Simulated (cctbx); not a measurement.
**Accept or mend?**

Cell a = 8.0110 Å, b = 8.0110 Å, c = 7.4550 Å, α = 90.00°, β = 90.00°, γ = 90.00°; space group P4_2/mnm (no. 136). The compound is SmTmSnAu2.

Simulated single-crystal data (cctbx): Mo Kα, λ = 0.71073 Å, to d = 0.6 Å, 80 % of the full sphere, strongest reflection 20000 counts, noise from counting, a 3 % proportional error and a noise floor of 15 counts (s.d.); no absorption.

An anisotropic refinement with weights 1/σ² prints:

```text
Rint 0.061, 663 unique reflections to 0.60 A
cycle     R1     wR2    GooF  max shift (A)
   1  0.0553  0.1106   3.385   0.00138
   2  0.0203  0.0316   0.969   0.00000
final R1 0.0203 wR2 0.0316 GooF 0.969  parameters 16  data/parameter 41.4
atom        x        y        z      Ueq    occ   su(xyz)  su(Uiso or U11)
Au1    0.37460  0.37460  0.26685   0.0241  1.000  0.00004  0.0001
Tm1    0.81985  0.81985  0.00000   0.0170  1.000  0.00004  0.0001
Sm1    0.66092  0.33908  0.00000   0.0141  1.000  0.00004  0.0001
Sn1    0.00000  0.50000  0.25000   0.0170  1.000  0.00000  0.0001
difference map: max 3.37 min -3.09 rms 0.73
Q1    0.1622  0.8378  0.4260    8    3.59  1.50 A from Au1
Q2    0.0000  0.0000  0.5000    2    3.27  1.82 A from Sm1
Q3    0.0266  0.9030  0.5000    8    3.10  1.59 A from Sm1
Q4    0.1247  0.1247  0.3890    8    2.81  0.92 A from Sm1
Q5    0.0388  0.9612  0.0580    8    2.78  1.63 A from Au1
Q6    0.1944  0.8056  0.0000    4    2.75  1.64 A from Sm1
```

Q: Accept it or mend it, and why?

It can stand. The set-up had a fault (anomalous dispersion left out), but the figures of merit move little: R1 = 0.0203, wR2 = 0.0316, GooF = 0.97 against R1 = 0.0181, wR2 = 0.0288, GooF = 0.88 for the right model.

The compound is SmTmSnAu2. The right model at the same level gives:

```text
Rint 0.061, 663 unique reflections to 0.60 A
cycle     R1     wR2    GooF  max shift (A)
   1  0.0520  0.1073   3.283   0.00136
   2  0.0181  0.0288   0.880   0.00000
final R1 0.0181 wR2 0.0288 GooF 0.880  parameters 16  data/parameter 41.4
atom        x        y        z      Ueq    occ   su(xyz)  su(Uiso or U11)
Au1    0.37460  0.37460  0.26684   0.0234  1.000  0.00004  0.0001
Tm1    0.81986  0.81986  0.00000   0.0175  1.000  0.00004  0.0001
Sm1    0.66089  0.33911  0.00000   0.0146  1.000  0.00004  0.0001
Sn1    0.00000  0.50000  0.25000   0.0164  1.000  0.00000  0.0001
difference map: max 3.60 min -3.06 rms 0.66
Q1    0.0000  0.0000  0.5000    2    3.60  1.82 A from Sm1
Q2    0.1663  0.8337  0.4192    8    3.07  1.46 A from Au1
Q3    0.0375  0.9625  0.0638    8    2.62  1.61 A from Au1
Q4    0.0261  0.9041  0.5000    8    2.57  1.59 A from Sm1
Q5    0.2026  0.7974  0.0000    4    2.39  1.55 A from Sm1
Q6    0.0912  0.9088  0.1314    8    2.29  0.85 A from Au1
```

The model is made up (kin elements in a known structure type, no relaxation), so it says nothing on whether the phase exists.

[Middle refinement cycles are left out of these outputs.]

[Logs are printed without paths, hosts, clocks, repeated set-up lines and the standing remarks that a program may print on its own settings, such as how far it seeks lower states.]
